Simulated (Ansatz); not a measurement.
# Li on Al(111): change of the work function, part 2 of 3

Wanted: Δφ(θ) for Li/Al(111), starting from the fcc site.

Ansatz 0.2.0; plane-wave DFT, PBE, Ansatz PAW.

So far, work function, upper face (eV): step 2 (the clean slab) 4.02.

### 3. Adsorbate added, k-mesh 6×6×1, coverage 0.25 ML

System of this step: Li/Al(111). The cell holds 17 atoms: 16 Al and 1 Li. Cell: a = 5.728 Å, b = 5.728 Å, c = 26.918 Å, α = 90.0°, β = 90.0°, γ = 60.0°. Vacuum lies along c.

The clean slab as it ended is repeated in the plane and the adsorbate is set on one face; the cell's size fixes the coverage, and the k-mesh shrinks with it to keep the sampling density about even. Adsorbate and upper layers relax, since the dipole depends on the height.

Input file input.yaml:

```yaml
crystal:
  lattice:
    - [5.7275649276, 0.0, 0.0]
    - [2.8637824638, 4.9602167292, 0.0]
    - [0.0, 0.0, 26.9181080767]
  atoms:
    - { symbol: Al, position: [0.0, 0.0, 0.3343474205] }
    - { symbol: Al, position: [0.1666666667, 0.1666666667, 0.4212134284] }
    - { symbol: Al, position: [0.3333333333, 0.3333333333, 0.506126198] }
    - { symbol: Al, position: [0.0, 0.0, 0.5928170056] }
    - { symbol: Al, position: [0.0, 0.5, 0.3343474205] }
    - { symbol: Al, position: [0.1666666667, 0.6666666667, 0.4212134284] }
    - { symbol: Al, position: [0.3333333333, 0.8333333333, 0.506126198] }
    - { symbol: Al, position: [0.0, 0.5, 0.5928170056] }
    - { symbol: Al, position: [0.5, 0.0, 0.3343474205] }
    - { symbol: Al, position: [0.6666666667, 0.1666666667, 0.4212134284] }
    - { symbol: Al, position: [0.8333333333, 0.3333333333, 0.506126198] }
    - { symbol: Al, position: [0.5, 0.0, 0.5928170056] }
    - { symbol: Al, position: [0.5, 0.5, 0.3343474205] }
    - { symbol: Al, position: [0.6666666667, 0.6666666667, 0.4212134284] }
    - { symbol: Al, position: [0.8333333333, 0.8333333333, 0.506126198] }
    - { symbol: Al, position: [0.5, 0.5, 0.5928170056] }
    - { symbol: Li, position: [0.1666666667, 0.1666666667, 0.6656525795] }
kpoints:
  mp_grid: { grid: [6, 6, 1] }
hamiltonian:
  xc: pbe
scf:
  occupations: { method: fermi_dirac, width: 0.1 }
  convergence: { dr2_threshold: 1.0e-08 }
efield:
  axis: 3
  dipole_correction: true
  ramp_position: 0.97
  ramp_width: 0.06
relax:
  f_tol: 0.02
  max_steps: 60
  constraints: [{ sites: [0, 1, 4, 5, 8, 9, 12, 13] }]
output:
  dos: { projected: true, e_range: [-8, 4] }
  write_potential: true
  write_density: true
  volumetric_format: npy
  elf: true
```

Run with:

```console
> ansatz run input.yaml --threads 2 --pin off --max-ram 3072MiB --backend cpu --events-out ev --progress --plain --runs-dir out
```

Numbers of over 12 decimals in the logs are rounded to 6 here.

The program printed:

```text
[...]
Crystal: 17 atoms, lattice volume = 764.742 Å³
Basis set: ecut = 420 eV, 15053 PW (Γ), exchange–correlation on 80×80×360 points (8 copies of the dense FFT grid, shifted against one another)
Bands: 43, of which v1, the nominal top of the filled ones, is band 26 counted from 1 (25 counted from 0)
Symmetry: 6 space group operations
[...]
k-points: 7 of 36 (time reversal used)
[...]
SCF iter   1: F=—  HF=-8801.786079 eV  |F-HF|=—  |Δ(HF+E_count)|=         —  Δρ=1.46e-3  dr2=2.15e-1  ethr=1.77e-3  p=0.280 e·Å  D=6.63e-2 V/Å  ΔV_dip=-1.79 eV  dr2_dipole=9.09e-2  V_vac-E_F(+/−)=2.20/3.98 eV  ⟨swp⟩=18.4  Hψ=2486  notcnv=0  defer=2
[...]
SCF iter   8: F=-8801.769530 eV  HF=-8801.769530 eV  |F-HF|=1.88e-9  |Δ(HF+E_count)|=   2.75e-8  Δρ=1.97e-7  dr2=1.04e-9  ethr=1.96e-11  p=0.268 e·Å  D=6.33e-2 V/Å  ΔV_dip=-1.70 eV  dr2_dipole=1.47e-10  V_vac-E_F(+/−)=2.38/4.08 eV  ⟨swp⟩=28.9  Hψ=2095  notcnv=0
SCF 1 converged in 8 iterations: F = -8801.769530 eV  dr2 = 1.04e-9
[...]
relax step   1: F+E_penalty+E_count = -8801.76953038 eV  Δ(F+E_penalty+E_count) = +0.000e0 eV  max|allowed force component| = 7.340e-1 eV/Å  Δτ_max = 0.0000 Å  (8 SCF iters, accepted)
[...]
SCF iter   1: F=—  HF=-8801.873215 eV  |F-HF|=—  |Δ(HF+E_count)|=         —  Δρ=1.75e-3  dr2=1.66e-1  ethr=4.95e-4  p=0.268 e·Å  D=6.33e-2 V/Å  ΔV_dip=-1.70 eV  dr2_dipole=5.51e-2  V_vac-E_F(+/−)=2.35/4.06 eV  ⟨swp⟩=1.9  Hψ=1157  notcnv=0  defer=3
[...]
eigensolver tolerance schedule: the retry pair's looser diagonalisation over-reported the residual by 0.52 of it (diagonalisation noise at 0.11 of the residual, at the tolerance the schedule requests for it); recorded, not acted on — ethr = c·dr2/N_el stays at c = 1.0e-1
[...]
SCF iter   2: F=—  HF=-8801.859959 eV  |F-HF|=—  |Δ(HF+E_count)|=   1.33e-2  Δρ=9.06e-4  dr2=2.30e-2  ethr=3.25e-4  p=0.289 e·Å  D=6.84e-2 V/Å  ΔV_dip=-1.84 eV  dr2_dipole=2.02e-3  V_vac-E_F(+/−)=2.24/4.08 eV  ⟨swp⟩=3.4  Hψ=524  notcnv=0  defer=3
[...]
SCF iter   8: F=-8801.857563 eV  HF=-8801.857563 eV  |F-HF|=2.08e-9  |Δ(HF+E_count)|=   3.41e-8  Δρ=2.39e-7  dr2=9.78e-10  ethr=1.96e-11  p=0.293 e·Å  D=6.94e-2 V/Å  ΔV_dip=-1.87 eV  dr2_dipole=3.99e-12  V_vac-E_F(+/−)=2.20/4.07 eV  ⟨swp⟩=17.1  Hψ=2073  notcnv=0
SCF 2 converged in 8 iterations: F = -8801.857563 eV  dr2 = 9.78e-10
relax step   2: F+E_penalty+E_count = -8801.85756343 eV  Δ(F+E_penalty+E_count) = -8.803e-2 eV  max|allowed force component| = 7.179e-2 eV/Å  Δτ_max = 0.1935 Å  (8 SCF iters, accepted)
SCF iter   1: F=—  HF=-8801.860916 eV  |F-HF|=—  |Δ(HF+E_count)|=         —  Δρ=3.25e-4  dr2=8.37e-3  ethr=1.81e-4  p=0.293 e·Å  D=6.94e-2 V/Å  ΔV_dip=-1.87 eV  dr2_dipole=5.64e-4  V_vac-E_F(+/−)=2.20/4.07 eV  ⟨swp⟩=2.1  Hψ=677  notcnv=0  defer=4
[...]
SCF iter   7: F=-8801.860038 eV  HF=-8801.860038 eV  |F-HF|=1.42e-9  |Δ(HF+E_count)|=   1.35e-8  Δρ=1.73e-7  dr2=7.81e-10  ethr=1.96e-11  p=0.293 e·Å  D=6.93e-2 V/Å  ΔV_dip=-1.87 eV  dr2_dipole=4.01e-12  V_vac-E_F(+/−)=2.21/4.07 eV  ⟨swp⟩=10.0  Hψ=1776  notcnv=0
SCF 3 converged in 7 iterations: F = -8801.860038 eV  dr2 = 7.81e-10
relax step   3: F+E_penalty+E_count = -8801.86003755 eV  Δ(F+E_penalty+E_count) = -2.474e-3 eV  max|allowed force component| = 1.319e-2 eV/Å  Δτ_max = 0.0419 Å  (7 SCF iters, accepted)
NSCF: frozen V_eff on 7 k-points
[...]
SCF converged after 7 iterations
Free energy (F): -8801.860038 eV
[...]
Internal energy: -8801.626089 eV  (E = F + TS)
E sigma→0 (E₀):  -8801.743063 eV
Entropy (-TS):   -0.233949 eV (-13.762 meV/atom)
Fermi energy:    0.840500 eV
Dipole field:    D = 0.069288 V/Å  (p = 0.292825 e·Å, saw-weighted, corrected)
Work function:   Φ+ = 2.2065 eV   Φ− = 4.0716 eV
[...]
--- Forces (eV/Å), atoms counted from 1 ---
  atom   1  Al    -0.00398015    -0.00229794    -0.01333675
  atom   2  Al     0.00000000    -0.00000000     0.05925890
  atom   3  Al     0.00641904     0.00370603     0.00671162
  atom   4  Al    -0.00061592    -0.00035560    -0.00565845
  atom   5  Al     0.00000000     0.00459588    -0.01333675
  atom   6  Al     0.00682866    -0.00394253     0.00072650
  atom   7  Al     0.00000000    -0.00741207     0.00671162
  atom   8  Al     0.00000000     0.00071121    -0.00565845
  atom   9  Al     0.00398015    -0.00229794    -0.01333675
  atom  10  Al     0.00000000     0.00788506     0.00072650
  atom  11  Al    -0.00641904     0.00370603     0.00671162
  atom  12  Al     0.00061592    -0.00035560    -0.00565845
  atom  13  Al     0.00000000    -0.00000000    -0.02739152
  atom  14  Al    -0.00682866    -0.00394253     0.00072650
  atom  15  Al    -0.00000000     0.00000000    -0.00339056
  atom  16  Al     0.00000000     0.00000000     0.01318957
  atom  17  Li     0.00000000    -0.00000000    -0.00699889
  max |Σ_I F_I| component: 3.73e-6 eV/Å
--- Band table (eV; the first three rows and the last of 7) ---
  k-point 0: bands = [... 22 lower, -1.1677, -1.1664, 0.0036, 0.5537, 0.5537, 0.6860, 0.8924, 0.8969, ... 13 higher]
  k-point 1: bands = [... 22 lower, -0.3971, -0.3644, 0.0104, 0.0767, 0.1676, 0.6167, 1.2284, 1.6885, ... 13 higher]
  k-point 2: bands = [... 22 lower, -0.1840, 0.4291, 0.6069, 1.0305, 1.0545, 1.4150, 1.5800, 1.6920, ... 13 higher]
  k-point 6: bands = [... 22 lower, 0.1557, 0.2096, 1.1064, 1.7040, 1.7187, 1.7278, 2.5076, 2.7751, ... 13 higher]
--- Relaxed structure (3 steps of the walk, 3 accepted, 0 SCFs on fresh bases) ---
  F+E_penalty+E_count = -8801.86003755 eV   max|allowed force component| = 1.319e-2 eV/Å
  atoms:
    - { symbol: Al, position: [-1.7959490104491818e-17, -1.7959490104491818e-17, 0.3343474205] }
    - { symbol: Al, position: [0.166667, 0.166667, 0.421213] }
    - { symbol: Al, position: [0.334190, 0.334190, 0.506849] }
    - { symbol: Al, position: [-0.00207219, -0.00207219, 0.592502] }
    - { symbol: Al, position: [5.551115123125783e-17, 0.500000, 0.3343474205] }
    - { symbol: Al, position: [0.166667, 0.666667, 0.421213] }
    - { symbol: Al, position: [0.334190, 0.831620, 0.506849] }
    - { symbol: Al, position: [-0.00207219, 0.504144, 0.592502] }
    - { symbol: Al, position: [0.5, -1.7959490104491818e-17, 0.3343474205] }
    - { symbol: Al, position: [0.666667, 0.166667, 0.421213] }
    - { symbol: Al, position: [0.831620, 0.334190, 0.506849] }
    - { symbol: Al, position: [0.504144, -0.00207219, 0.592502] }
    - { symbol: Al, position: [0.5, 0.500000, 0.3343474205] }
    - { symbol: Al, position: [0.666667, 0.666667, 0.421213] }
    - { symbol: Al, position: [0.833333, 0.833333, 0.506049] }
    - { symbol: Al, position: [0.5, 0.500000, 0.596864] }
    - { symbol: Li, position: [0.166667, 0.166667, 0.673063] }
```

Elapsed: 4.3 min, on 2 threads of Arm Neoverse N1, shared host; peak memory 0.87 GiB.

Step by step:

| step | energy less that of the first step (eV) | largest force component (eV/Å) |
| --- | --- | --- |
| 1 | 0.0000 | 0.7340 |
| 2 | -0.0880 | 0.0718 |
| 3 | -0.0905 | 0.0132 |

Forces are held to the 6 operations that the run works with; a distortion that breaks them can't arise in this run.

The atoms that moved most (Å):

| atom | dx | dy | dz | length |
| --- | --- | --- | --- | --- |
| Li17 | 0.000 | 0.000 | 0.199 | 0.199 |
| Al16 | 0.000 | 0.000 | 0.109 | 0.109 |
| Al4 | -0.018 | -0.010 | -0.008 | 0.022 |
| Al12 | 0.018 | -0.010 | -0.008 | 0.022 |
| Al8 | 0.000 | 0.021 | -0.008 | 0.022 |
| Al3 | 0.007 | 0.004 | 0.019 | 0.021 |
| Al7 | 0.000 | -0.008 | 0.019 | 0.021 |
| Al11 | -0.007 | 0.004 | 0.019 | 0.021 |

The relaxed structure:

```xyz
17
Lattice="5.7276 0.0000 0.0000 2.8638 4.9602 0.0000 0.0000 0.0000 26.9181" Properties=species:S:1:pos:R:3
Al    0.0000    0.0000    9.0000
Al    1.4319    0.8267   11.3383
Al    2.8711    1.6577   13.6434
Al   -0.0178   -0.0103   15.9490
Al    1.4319    2.4801    9.0000
Al    2.8638    3.3068   11.3383
Al    4.2957    4.1250   13.6434
Al    1.4319    2.5007   15.9490
Al    2.8638    0.0000    9.0000
Al    4.2957    0.8267   11.3383
Al    5.7202    1.6577   13.6434
Al    2.8816   -0.0103   15.9490
Al    4.2957    2.4801    9.0000
Al    5.7276    3.3068   11.3383
Al    7.1595    4.1335   13.6219
Al    4.2957    2.4801   16.0664
Li    1.4319    0.8267   18.1176
```

This step gave:

```
energy at zero smearing        : -8801.7431 eV
work function, upper face      : 2.206 eV
work function, lower face      : 4.072 eV
dipole along the normal        : 0.2928 e·Å
step between the vacuum levels : -1.865 eV
```

Running mean over 2.338 Å of the planar mean; the ramp of the sawtooth is left out. Table of electron's electrostatic potential energy less the Fermi level by z:

z (Å), electron's electrostatic potential energy less the Fermi level (eV) and a bar from the least value:
```
      3.5       4.07 ##############################
      4.0       4.07 ##############################
      4.5       4.07 ##############################
      5.0       4.06 ##############################
      5.5       4.04 ##############################
      6.0       3.98 ##############################
      6.5       3.74 #############################
      7.0       2.96 ##########################
      7.5       1.04 ####################
      8.0      -1.34 ############
      8.5      -3.45 ####
      9.0      -4.39 #
      9.5      -4.54 #
     10.0      -4.56 #
     10.5      -4.59 
     11.0      -4.59 
     11.5      -4.62 
     12.0      -4.71 
     12.5      -4.73 
     13.0      -4.71 
     13.5      -4.61 
     14.0      -4.59 
     14.5      -4.57 #
     15.0      -4.55 #
     15.5      -4.52 #
     16.0      -4.38 #
     16.5      -3.59 ####
     17.0      -2.00 #########
     17.5      -0.27 ###############
     18.0       1.09 ####################
     18.5       1.45 #####################
     19.0       1.56 #####################
     19.5       1.84 ######################
     20.0       2.05 #######################
     20.5       2.13 #######################
     21.0       2.17 ########################
     21.5       2.19 ########################
     22.0       2.20 ########################
     22.5       2.20 ########################
     23.0       2.21 ########################
     23.5       2.21 ########################
```

The density of states has structure finer than the step of the table below, so its rows give means over 0.25 eV, whole bins alone (the curve runs from -8 to 1.98 eV). Peaks (eV: height): -4.690: 17.5, -2.890: 14.9, -1.530: 15.0, -0.360: 11.6, 0.570: 11.3, 1.350: 13.5, 1.650: 18.7.

Table of density of states by energy, zero at the Fermi level; means over each step:

| energy (eV) | density of states (states/eV a cell) |
| --- | --- |
| -7.75 | 4.31 |
| -7.50 | 4.68 |
| -7.25 | 3.27 |
| -7.00 | 2.93 |
| -6.75 | 2.65 |
| -6.50 | 5.33 |
| -6.25 | 4.70 |
| -6.00 | 5.05 |
| -5.75 | 3.15 |
| -5.50 | 4.34 |
| -5.25 | 3.60 |
| -5.00 | 5.97 |
| -4.75 | 9.51 |
| -4.50 | 2.66 |
| -4.25 | 2.51 |
| -4.00 | 4.39 |
| -3.75 | 8.61 |
| -3.50 | 5.09 |
| -3.25 | 4.64 |
| -3.00 | 7.45 |
| -2.75 | 5.43 |
| -2.50 | 7.80 |
| -2.25 | 6.83 |
| -2.00 | 3.48 |
| -1.75 | 6.95 |
| -1.50 | 6.99 |
| -1.25 | 5.36 |
| -1.00 | 6.31 |
| -0.75 | 6.96 |
| -0.50 | 9.04 |
| -0.25 | 7.55 |
| 0.00 | 7.09 |
| 0.25 | 7.91 |
| 0.50 | 8.67 |
| 0.75 | 7.86 |
| 1.00 | 8.40 |
| 1.25 | 8.44 |
| 1.50 | 9.34 |
| 1.75 | 8.31 |

Projected DOS per atom over height of the atomic layer and energy from the Fermi level. Layers: Al4 Al4 Al4 Al4 Li from below.

Ten even steps from '_' (0.01 states/eV) to '@' (1.01 states/eV), each cell a mean:
```
==----==%%
========@@
==----++**
++--==++::
==----==..
++--==**::
------==__
------==__
--::::--__
==----==__
--====--__
--::::--__
========__
........__
--------__
--::::==__
::::::::__
::::::::__
::----::__
........__
..::::..__
::::::::__
```
Columns: height of the atomic layer (Å) from 9 to 18.1; rows upwards: energy from the Fermi level (eV) from -7.96 to 1.95.

Valence density in the ca plane at fractional y = 0.167, with atoms of Al and Li within 0.2 Å of it. It is the smooth field of the valence electrons, not physical close to the nuclei.

Ten steps, logarithmic in the rise over the least value, from '0' (0.0 e/Å³) to '9' (6.9 e/Å³), each cell a mean:
```
22222222222222332222222110000000000000000000
22222222222222332222222110000000000000000000
32222222222233222223222100000000000000000000
22222222232222222222221100000000000000000000
22222211233222222222221100000000000000000000
22222211232222222222221100000000000000000000
32222222222232222222221100000000000000000000
32222222222223322222222110000000000000000000
22222222222222332222222110000000000000000000
32222222222222322223322110000000000000000000
32222222222222222222222123200000000000000000
22222211232222222222222278710000000000000000
22222211232222222222222389810000000000000000
22222222232222222222222246400000000000000000
32222222222232222223322111000000000000000000
```
Columns run along c (16.0 Å, from fractional 0.34 to 0.93 of the cell), rows up along a (5.7 Å). Atoms in or near the plane, at fractional coordinates: Al at (0.42, 0.17), Al at (0.42, 0.67), Li at (0.67, 0.17).

Electrostatic potential energy in the ca plane at fractional y = 0.167, with atoms of Al and Li within 0.2 Å of it. With pseudopotentials it is smooth inside the atoms' cores, unlike the true potential.

Ten even steps from '0' (-17 eV) to '9' (4 eV), each cell a mean:
```
13688777887521477632368988888999999999999999
13688777887521477632368999999999999999999999
45786322578654678754579999999999999999999999
77873011158877889887889999999999999999999999
88861154048888899988899999999999999999999999
88872032048888899988899999999999999999999999
66775100268766788866689999999999999999999999
24687655787533578643478999999999999999999999
13688877887411367631368999999999999999999999
24787645787533578643478887788999999999999999
67775100268766788876788742467899999999999999
88872032048888899988888500047889999999999999
88861154048888899988998400037889999999999999
77873010158877889887888610157899999999999999
45786312578654688755678876678899999999999999
```
Columns run along c (16.0 Å, from fractional 0.34 to 0.93 of the cell; values clipped at the 3rd and 97th percentile), rows up along a (5.7 Å). Atoms in or near the plane, at fractional coordinates: Al at (0.42, 0.17), Al at (0.42, 0.67), Li at (0.67, 0.17).

ELF in the ca plane at fractional y = 0.167, with atoms of Al and Li within 0.2 Å of it. It is the smooth field of the valence electrons, not physical close to the nuclei.

Ten even steps from '0' (0.00 × 1e-1) to '9' (9.87 × 1e-1), each cell a mean:
```
55445565545545666555677642111110000000000000
55545565545545666555676543221100000000000000
65555545555555554556765432211000000000000000
65555201366665433356665321110000000000000000
55565011266555322346654321000000000000000000
55555110266555432346664321100000000000000000
65555423565665544456665432111000000000000000
65555555555555665555666543221100000000000000
55444565544545666655676643221110000000000000
65555555555555665555676520000100000000000000
65555423565665544456665202100000000000000000
55565110266554332345664059810000000000000000
55565021266554322245663069920000000000000000
65555201366555433345665126500000000000000000
65555545555555554556676300000000000000000000
```
Columns run along c (16.0 Å, from fractional 0.34 to 0.93 of the cell), rows up along a (5.7 Å). Atoms in or near the plane, at fractional coordinates: Al at (0.42, 0.17), Al at (0.42, 0.67), Li at (0.67, 0.17).

The relaxation took 3 steps and lowered the energy by 0.091 eV; the largest force on the free atoms ends at 0.013 eV/Å.

By hand: a sheet of dipoles makes a step −p/(ε₀A) in the electron's potential. With e/ε₀ = 180.95 V·Å, p = 0.2928 e·Å and A = 28.41 Å², that is −180.95 × (0.2928) / 28.41 = -1.865 eV, and the two vacuum levels of the run differ by -1.865 eV.

The covered face has 2.21 eV, -1.81 eV against the clean one; the bare back face has moved by +0.05 eV, a measure of how thin the slab is.

[end of part 2 of 3]

[Logs are printed without paths, hosts, clocks, repeated set-up lines and the standing remarks that a program may print on its own settings, such as how far it seeks lower states.]

[Hosts, paths, dates, database ids (printed as entryN), source tags and the programs' standing remarks are cut or masked in the printed files.]

[Maps of the electrostatic potential energy from Ansatz leave out the sawtooth potential of an applied field or a dipole correction, so their vacuum need not be flat; planar profiles and work functions include it.]

[The density of states shown here was stored with 400 of the rows of the run's finer table, so its peaks can read low, often by over a quarter, or be missed, and its means over a window can be off by a tenth or more.]
